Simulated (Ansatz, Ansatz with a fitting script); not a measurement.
An input for Ansatz 0.2.0 (MgS (P6_3mc)):

```yaml
crystal:
  lattice:
    - [4.0188027533, 0.0, 0.0]
    - [-2.0094013767, 3.4803852772, 0.0]
    - [0.0, 0.0, 6.4333288246]
  atoms:
    - { symbol: Mg, position: [0.6666666667, 0.3333333333, 0.496974657] }
    - { symbol: Mg, position: [0.3333333333, 0.6666666667, 0.996974657] }
    - { symbol: S, position: [0.3333333333, 0.6666666667, 0.378024343] }
    - { symbol: S, position: [0.6666666667, 0.3333333333, 0.878024343] }
kpoints:
  mp_grid: { grid: [5, 5, 3] }
hamiltonian:
  xc: lda
  pseudopotentials: { kind: paw, source: ansatz, frozen_core: stored }
scf:
  occupations: { method: fixed }
  lower_state_search: "off"
  convergence: { dr2_threshold: 1.0e-09 }
output:
  embedding: [{ level: hf }]
basis:
  ecutwfc: 1000
```

```sh
ansatz run input.yaml --threads 8 --pin off --max-ram 18432MiB --backend cpu --events-out ev --progress --plain --runs-dir out
```

Question: How long will it take on 8 threads of Arm Neoverse V2, shared host, and how much memory?

It took 58 s; on shared hardware allow 29 s to 1.9 min. Peak host memory was 0.92 GiB.

[Paths, hosts, dates, memory and timing lines, banners, echoed tables and standing remarks are left out of the program output.]

[Logs are printed without paths, hosts, clocks, repeated set-up lines and the standing remarks that a program may print on its own settings, such as how far it seeks lower states.]

[Runs of the session that timed out or met a known fault of the program may be left out.]

[Hosts, paths, dates, database ids (printed as entryN), source tags and the programs' standing remarks are cut or masked in the printed files.]
